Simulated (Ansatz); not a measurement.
# Quasi-harmonic thermodynamics of Cu (Copper, Fm-3m)

How much does Cu (Copper) expand with temperature?

Experimental results on record:
- heat capacity C_P per formula unit 24.5 J/mol/K near room temperature (given in “High-Throughput Prediction of Finite-Temperature Properties using the Quasi-Harmonic Approximation”, 2016, arXiv:1603.06924)

Program: Ansatz 0.2.0. Level of theory: DFT PBEsol, scalar-relativistic, plane waves, PAW. Results are calculated unless marked as measured.

### Step 1. Starting point

The structure is cubic, space group Fm-3m (No. 225). Conventional cell: a = 3.615 Å, b = 3.615 Å, c = 3.615 Å, α = 90.00°, β = 90.00°, γ = 90.00°. Nearest to Cu lie 12 Cu at 2.56 Å.

As a file:

```cif
data_structure
_symmetry_space_group_name_H-M 'Fm-3m'
_symmetry_Int_Tables_number 225
_cell_length_a 3.6150
_cell_length_b 3.6150
_cell_length_c 3.6150
_cell_angle_alpha 90.000
_cell_angle_beta 90.000
_cell_angle_gamma 90.000
_cell_volume 47.24
loop_
_atom_site_label
_atom_site_type_symbol
_atom_site_symmetry_multiplicity
_atom_site_Wyckoff_symbol
_atom_site_fract_x
_atom_site_fract_y
_atom_site_fract_z
_atom_site_occupancy
Cu1 Cu 4 a 0.00000 0.00000 0.00000 1
```

### Step 2. Probe on a coarse mesh

A cheap single point shows whether the cell is a metal or an insulator and how far it is from rest; that sets the k-mesh and the occupations of what follows.

Contents of input.yaml:

```yaml
crystal:
  lattice:
    - [0.0, 1.8075, 1.8075]
    - [1.8075, 0.0, 1.8075]
    - [1.8075, 1.8075, 0.0]
  atoms:
    - { symbol: Cu, position: [0.0, 0.0, 0.0] }
kpoints:
  mp_grid: { grid: [8, 8, 8] }
hamiltonian:
  xc: pbesol
scf:
  occupations: { method: gaussian, width: 0.1 }
  lower_state_search: "off"
output:
  forces: true
  stress: true
  eigenvalues: true
```

The run is started by

```console
> ansatz run input.yaml --threads 8 --pin off --max-ram 16384MiB --backend cpu --events-out ev --progress --plain --runs-dir out
```

Numbers of over 12 decimals in the logs are rounded to 6 here.

What it wrote:

```text
Engine: ansatz 0.2.0, aarch64-unknown-linux-gnu
Pseudopotentials: kind: paw
Pseudopotential: Cu, paw, valence charge 19, recommended cutoff 420 eV (normal), Cu.paw.azcp
Functional definition: PBEsol
  exchange = pbesol_x
  correlation = pbesol_c
Crystal: 1 atoms, lattice volume = 11.810 Å³
Basis set: ecut = 420 eV, 259 PW (Γ), exchange–correlation on 36×36×36 points (8 copies of the dense FFT grid, shifted against one another)
Bands: 14, of which v1, the nominal top of the filled ones, is band 10 counted from 1 (9 counted from 0)
Symmetry: 48 space group operations
Space group: Fm-3m (ITA 225), of the structure as read, at distance tolerance 2.3e-5 Å
k-points: 29 of 512
Non-local potential: Cu, projectors of the file, l = 0: 3, l = 1: 2, l = 2: 3, l = 3: 1
PAW form: soft (Blöchl's): semilocal exchange-correlation on the pseudo side does not see the compensation charge
PAW frozen core: Cu, regenerated for the run's functional, and the local potential with it (the file was generated under x = pbe(κ = 0.804, μ = 0.219515), c = pbe(β = 0.066725))
PAW one-centre angular grid: Cu, 590 points (default); XC on 64 Gauss nodes
Initial density: superposition of atomic densities (neutral atoms: chi_scale 0, normalization atom), corrected by the library's trained network
Initial wavefunctions: pseudopotential atomic-orbital guess
Functional: x = pbesol(κ = 0.804, μ = 0.123457), c = pbesol(β = 0.046)
SCF iter   1: F=—  HF=-6588.736831 eV  |F-HF|=—  |Δ(HF+E_count)|=         —  Δρ=1.95e-2  dr2=2.33e-2  ethr=1.77e-3  ⟨swp⟩=5.2  Hψ=2012  notcnv=0
preconditioner: auto → none  [insulator: Δε(μ)=0.207 eV  Ē_g=16.939 eV  σ=0.100 eV  W_gap=0.81  n_scr=0 (ndim 8)  ℏωp=35.8 eV  f_vac=0.000  D(μ)=0.73/eV (n_scr^D=8)  ε∞_Penn≈5.5]
SCF iter   2: F=—  HF=-6588.731446 eV  |F-HF|=—  |Δ(HF+E_count)|=   5.38e-3  Δρ=7.77e-4  dr2=2.48e-5  ethr=1.23e-4  ⟨swp⟩=2.8  Hψ=855  notcnv=0  defer=9
SCF iter   3: F=—  HF=-6588.731452 eV  |F-HF|=—  |Δ(HF+E_count)|=   5.87e-6  Δρ=8.90e-4  dr2=3.58e-5  ethr=1.30e-7  ⟨swp⟩=2.1  Hψ=685  notcnv=0  defer=9
SCF iter   4: F=—  HF=-6588.731476 eV  |F-HF|=—  |Δ(HF+E_count)|=   2.36e-5  Δρ=6.55e-5  dr2=2.07e-7  ethr=1.30e-7  ⟨swp⟩=1.0  Hψ=396  notcnv=0  defer=9
iter 5 did not close the SCF: its close was put off for the readings that it lacked (scf_convergence_deferred on its scf_iter line)
SCF iter   5: F=-6588.731476 eV  HF=-6588.731476 eV  |F-HF|=1.20e-10  |Δ(HF+E_count)|=   2.24e-7  Δρ=3.17e-6  dr2=6.58e-10  ethr=1.09e-9  ⟨swp⟩=2.3  Hψ=601  notcnv=0  defer=9
SCF iter   6: F=-6588.731476 eV  HF=-6588.731476 eV  |F-HF|=1.36e-11  |Δ(HF+E_count)|=  4.83e-10  Δρ=3.86e-7  dr2=4.83e-12  ethr=3.46e-12  ⟨swp⟩=2.7  Hψ=1350  notcnv=0
SCF 1 converged in 6 iterations: F = -6588.731476 eV  dr2 = 4.83e-12
  greatest PAW one-centre occupation: 1.000 electrons in one spin orbital (limit 2), on the Cu atom at site 0 (counted from 0), in its partial waves of l = 0
SCF converged after 6 iterations
Free energy (F): -6588.731476 eV
Harris-Foulkes:  -6588.731476 eV  (|F-HF|=1.36e-11)
Internal energy: -6588.728231 eV  (E = F + TS)
E sigma→0 (E₀):  -6588.729853 eV
Entropy (-TS):   -0.003244 eV (-3.244 meV/atom)
Fermi energy:    16.522611 eV
--- Per-component energies (eV) ---
  E_band       = -360.955243
  E_kinetic    = 300.092842
  E_local      = -4049.847005  (includes V_loc(G=0)·N_el)
  E_nonlocal   = 391.629810
  E_hartree    = 1781.015505
  E_xc         = -88.978824
  E_vxc        = -115.326155  (∫ρ·V_xc dr)
  E_paw        = -1626.393333  (= ΣΔE_a)
  E_vpaw       = -449.536171  (= ΣTr[D̂ρ^β])
  E_aug_tail   = 0.000269  (compensation charges beyond the density's cutoff)
  E_ewald      = -3296.453696
  E_core_change = 0.206202  (= ΣΔE_core)
  E_smearing   = -0.003244  (= −TS)
  E_closure    = -0.000000  (closes the sum)
  Σ components = -6588.731476   (vs F -6588.731476, Δ=0.00e0)
--- Forces (eV/Å), atoms counted from 1 ---
  atom   1  Cu    -0.00000000     0.00000000     0.00000000
  max |Σ_I F_I| component: 3.29e-32 eV/Å
--- Stress (GPa, compression-positive) ---
       -5.627158       0.000000       0.000000
        0.000000      -5.627158      -0.000000
        0.000000      -0.000000      -5.627158
  P = ⅓ Tr σ = -5.6272 GPa (-56.272 kbar)
--- Band table (eV; the first three rows and the last of 29) ---
  k-point 0: bands = [... 6 lower, 13.5908, 13.5908, 14.4350, 14.4350, 39.1685, 41.6579, 41.6579, 41.6579]
  k-point 1: bands = [... 6 lower, 13.6859, 13.6859, 14.4053, 14.4053, 35.3119, 39.7556, 40.4561, 40.4561]
  k-point 2: bands = [... 6 lower, 13.7511, 13.7511, 14.5175, 14.5175, 28.9703, 39.0272, 39.2379, 39.2379]
  k-point 28: bands = [... 6 lower, 13.0650, 14.3897, 15.1546, 22.7361, 22.7361, 24.8737, 25.2950, 44.7029]
```

Wall time 0.27 s (8 threads of Arm Neoverse V2, shared host); peak memory 0.41 GiB; 0.7 s of CPU time.

This step gave:

```
pressure          : -5.627 GPa
volume per atom   : 11.81 Å³/atom
gap on the k-mesh : 0 eV
```

The start is under -5.6 GPa at this level and looks like a metal on this mesh.

### Step 3. Finding the static equilibrium

Phonons are second derivatives about a minimum, so cell and atoms are relaxed first, inside the symmetry of the start.

input.yaml, the sections that differ from step 2:

```yaml
kpoints:
  mp_grid: { grid: [20, 20, 20] }
relax:
  adjacent_minimum: "off"
  f_tol: 0.005
  max_steps: 80
  cell: { stress_tol: 0.05 }
# crystal, hamiltonian, scf, output: as in step 2
```

What it wrote:

```text
[...]
Crystal: 1 atoms, lattice volume = 11.810 Å³
Basis set: ecut = 420 eV, 259 PW (Γ), exchange–correlation on 36×36×36 points (8 copies of the dense FFT grid, shifted against one another)
Bands: 14, of which v1, the nominal top of the filled ones, is band 10 counted from 1 (9 counted from 0)
Symmetry: 48 space group operations
[...]
k-points: 256 of 8000
[...]
SCF iter   1: F=—  HF=-6588.769978 eV  |F-HF|=—  |Δ(HF+E_count)|=         —  Δρ=2.06e-2  dr2=2.60e-2  ethr=1.77e-3  ⟨swp⟩=5.3  Hψ=17843  notcnv=0
[...]
SCF iter   6: F=-6588.763957 eV  HF=-6588.763957 eV  |F-HF|=2.00e-11  |Δ(HF+E_count)|=  1.52e-10  Δρ=4.37e-7  dr2=7.44e-12  ethr=2.31e-12  ⟨swp⟩=2.5  Hψ=11907  notcnv=0
SCF 1 converged in 6 iterations: F = -6588.763957 eV  dr2 = 7.44e-12
[...]
relax step   1: F+E_penalty+E_count = -6588.76395732 eV  Δ(F+E_penalty+E_count) = +0.000e0 eV  max|allowed force component| = 0.000e0 eV/Å  Δτ_max = 0.0000 Å  P = -6.475 GPa  Ω = 11.810 Å³  (6 SCF iters, dr2 threshold 1.00e-7 eV, accepted)
Crystal: 1 atoms, lattice volume = 11.550 Å³
Basis set: ecut = 420 eV, 229 PW (Γ), exchange–correlation on 36×36×36 points (8 copies of the dense FFT grid, shifted against one another)
[...]
iter 1 solved again at ethr=3.09e-5 eV; its pass at ethr=3.10e-3 eV (dr2=5.87e-3 eV) is discarded
[...]
SCF iter   6: F=-6588.772154 eV  HF=-6588.772154 eV  |F-HF|=2.73e-12  |Δ(HF+E_count)|=  1.73e-11  Δρ=1.29e-7  dr2=7.93e-13  ethr=1.00e-12  ⟨swp⟩=1.4  Hψ=9842  notcnv=0
SCF 2 converged in 6 iterations: F = -6588.772154 eV  dr2 = 7.93e-13
relax step   2: F+E_penalty+E_count = -6588.77215369 eV  Δ(F+E_penalty+E_count) = -8.196e-3 eV  max|allowed force component| = 0.000e0 eV/Å  Δτ_max = 0.0000 Å  P = -3.307 GPa  Ω = 11.550 Å³  energy of the carried Pulay correction = +1.799e-4 eV  (6 SCF iters, dr2 threshold 1.00e-7 eV, accepted)
Crystal: 1 atoms, lattice volume = 11.290 Å³
[...]
SCF iter   6: F=-6588.774823 eV  HF=-6588.774823 eV  |F-HF|=9.09e-13  |Δ(HF+E_count)|=  1.18e-11  Δρ=1.34e-7  dr2=1.23e-12  ethr=1.00e-12  ⟨swp⟩=1.3  Hψ=9122  notcnv=0
SCF 3 converged in 6 iterations: F = -6588.774823 eV  dr2 = 1.23e-12
relax step   3: F+E_penalty+E_count = -6588.77482271 eV  Δ(F+E_penalty+E_count) = -2.669e-3 eV  max|allowed force component| = 0.000e0 eV/Å  Δτ_max = 0.0000 Å  P = +0.328 GPa  Ω = 11.290 Å³  energy of the carried Pulay correction = +3.634e-4 eV  (6 SCF iters, dr2 threshold 1.00e-7 eV, accepted)
[...]
relax step   4: F+E_penalty+E_count = -6588.77482968 eV  Δ(F+E_penalty+E_count) = -6.976e-6 eV  max|allowed force component| = 0.000e0 eV/Å  Δτ_max = 0.0000 Å  P = +0.004 GPa  Ω = 11.312 Å³  energy of the carried Pulay correction = +3.479e-4 eV  (6 SCF iters, dr2 threshold 1.00e-7 eV, accepted)
[...]
SCF iter   6: F=-6588.774423 eV  HF=-6588.774423 eV  |F-HF|=0.00e0  |Δ(HF+E_count)|=  9.09e-13  Δρ=8.71e-9  dr2=1.44e-15  ethr=1.00e-12  ⟨swp⟩=3.0  Hψ=12489  notcnv=0
SCF 5 converged in 6 iterations: F = -6588.774423 eV  dr2 = 1.44e-15
relax step   5: F+E_penalty+E_count = -6588.77442337 eV  Δ(F+E_penalty+E_count) = +4.063e-4 eV  max|allowed force component| = 0.000e0 eV/Å  Δτ_max = 0.0000 Å  P = +0.042 GPa  Ω = 11.312 Å³  stress off target by 4.21e-2 GPa  SCF on the basis re-selected at this cell (its energy is not comparable with the rows above)  (6 SCF iters)
basis re-selected at this cell: Δ(F+E_penalty+E_count) = +4.063e-4 eV, ΔP = +0.038 GPa vs the last step (what re-selecting the basis moved, of the pressure what is left beyond the Pulay correction that the steps carried, after the strain that the cell walked since its last selection, with what the two solves' SCF thresholds leave and, on support functions, any second-order correction that the steps lacked; it is no measure of the basis error at this ecutwfc). This SCF's stress stands 4.21e-2 GPa from its target on what of the cell is left free (relax.cell.stress_tol is 5.00e-2 GPa) and its largest allowed force component is 0.00e0 eV/Å (relax.f_tol is 5.00e-3 eV/Å): [rest of the remark cut]
SCF converged after 6 iterations
Free energy (F): -6588.774423 eV
[...]
Internal energy: -6588.773091 eV  (E = F + TS)
E sigma→0 (E₀):  -6588.773757 eV
Entropy (-TS):   -0.001332 eV (-1.332 meV/atom)
Fermi energy:    17.503956 eV
[...]
--- Stress (GPa, compression-positive) ---
        0.042097      -0.000000       0.000000
       -0.000000       0.042097      -0.000000
        0.000000      -0.000000       0.042097
  P = ⅓ Tr σ = 0.0421 GPa (0.421 kbar)
--- Band table (eV; the first three rows and the last of 256) ---
  k-point 0: bands = [... 6 lower, 14.3937, 14.3937, 15.2959, 15.2959, 40.4654, 43.2859, 43.2859, 43.2859]
  k-point 1: bands = [... 6 lower, 14.4126, 14.4126, 15.2882, 15.2882, 39.9938, 42.0129, 42.9754, 42.9754]
  k-point 2: bands = [... 6 lower, 14.4634, 14.4634, 15.2708, 15.2708, 38.0097, 41.2870, 42.3768, 42.3768]
  k-point 255: bands = [... 6 lower, 13.8287, 15.2454, 16.0644, 23.8487, 23.8487, 26.0335, 26.6452, 46.2990]
--- Relaxed structure (4 steps of the walk, 4 accepted, 1 SCFs on fresh bases) ---
  F+E_penalty+E_count = -6588.77442337 eV   max|allowed force component| = 0.000e0 eV/Å   (the final SCF, on the basis selected at the relaxed cell)
  cell:  # Å, volume = 11.3116 Å³
    - [0, 1.781686, 1.781686]
    - [1.781686, 0, 1.781686]
    - [1.781686, 1.781686, 0]
  atoms:
    - { symbol: Cu, position: [0.0, 0.0, 0.0] }
```

Run time: 2.3 s. Hardware: 8 threads; peak memory 0.5 GiB.

The steps of the relaxation:

```tsv
step	energy less that of the first step (eV)	largest force component (eV/Å)	pressure (GPa)	volume (Å³)
1	0.0000	0.0000	-6.48	11.81
2	-0.0082	0.0000	-3.31	11.55
3	-0.0109	0.0000	0.33	11.29
4	-0.0109	0.0000	0.00	11.31
5*	-0.0105	0.0000	0.04	11.31
```

Relaxation steps marked * repeat the geometry before them on a plane-wave basis chosen anew for their cell, so energy and pressure can jump there.

```tsv
conventional cell, symmetrised	before	after	change
a (Å)	3.615	3.563	-1.4 %
b (Å)	3.615	3.563	-1.4 %
c (Å)	3.615	3.563	-1.4 %
volume (Å³/atom)	11.81	11.31	-4.2 %
```

Final coordinates:

```
Cu
1.0
     0.00000    1.78169    1.78169
     1.78169    0.00000    1.78169
     1.78169    1.78169    0.00000
Cu
1
Direct
  0.00000 0.00000 0.00000
```

Numbers from this step:

```
pressure        : 0.04210 GPa
volume per atom : 11.31 Å³/atom
```

The relaxation ends with a pressure of 0.04 GPa.

### Step 4. Relaxing to small residual forces and stress

The relaxation is repeated with tighter thresholds on force and stress, since phonons are sensitive to what is left; a change of mesh or smearing in the input moves the cell too.

Contents of input.yaml:

```yaml
crystal:
  lattice:
    - [0.0, 1.7816860424, 1.7816860424]
    - [1.7816860424, 0.0, 1.7816860424]
    - [1.7816860424, 1.7816860424, 0.0]
  atoms:
    - { symbol: Cu, position: [0.0, 0.0, 0.0] }
kpoints:
  mp_grid: { grid: [24, 24, 24] }
hamiltonian:
  xc: pbesol
scf:
  occupations: { method: methfessel_paxton, width: 0.2 }
  lower_state_search: "off"
output:
  forces: true
  stress: true
  eigenvalues: true
relax:
  adjacent_minimum: "off"
  f_tol: 0.001
  max_steps: 60
  cell: { stress_tol: 0.01 }
```

What it wrote:

```text
[...]
Crystal: 1 atoms, lattice volume = 11.312 Å³
Basis set: ecut = 420 eV, 229 PW (Γ), exchange–correlation on 36×36×36 points (8 copies of the dense FFT grid, shifted against one another)
Bands: 14, of which v1, the nominal top of the filled ones, is band 10 counted from 1 (9 counted from 0)
Symmetry: 48 space group operations
[...]
k-points: 413 of 13824
[...]
k-point 2: bands = [... 6 lower, 14.4368, 14.4368, 15.2692, 15.2692, 38.7889, 41.4067, 42.5686, 42.5686]
  k-point 412: bands = [... 6 lower, 13.8220, 15.2379, 16.0565, 23.8381, 23.8381, 26.0223, 26.6322, 46.2835]
--- Relaxed structure (3 steps of the walk, 3 accepted, 1 SCFs on fresh bases) ---
[...]
cell:  # Å, volume = 11.3163 Å³
    - [0, 1.781933, 1.781933]
    - [1.781933, 0, 1.781933]
    - [1.781933, 1.781933, 0]
  atoms:
    - { symbol: Cu, position: [0.0, 0.0, 0.0] }
[key lines of the parts left out:]
SCF converged after 6 iterations
Free energy (F): -6588.773713 eV
Fermi energy:    17.533087 eV
P = ⅓ Tr σ = -0.0012 GPa (-0.012 kbar)
```

The job ended after 2.2 s (8 threads; peak memory 0.53 GiB).

Little changed from the start: no atom moved by 0.005 Å and no cell edge by 0.1 %.

This step gave:

```
pressure        : -0.001172 GPa
volume per atom : 11.32 Å³/atom
```

The residual pressure is -0.0012 GPa, small enough for phonons.

[end of part 1 of 4]

[Logs are printed without paths, hosts, clocks, repeated set-up lines and the standing remarks that a program may print on its own settings, such as how far it seeks lower states.]

[Hosts, paths, dates, database ids (printed as entryN), source tags and the programs' standing remarks are cut or masked in the printed files.]

[A step with changed settings may run another functional than the one named; its input shows which.]
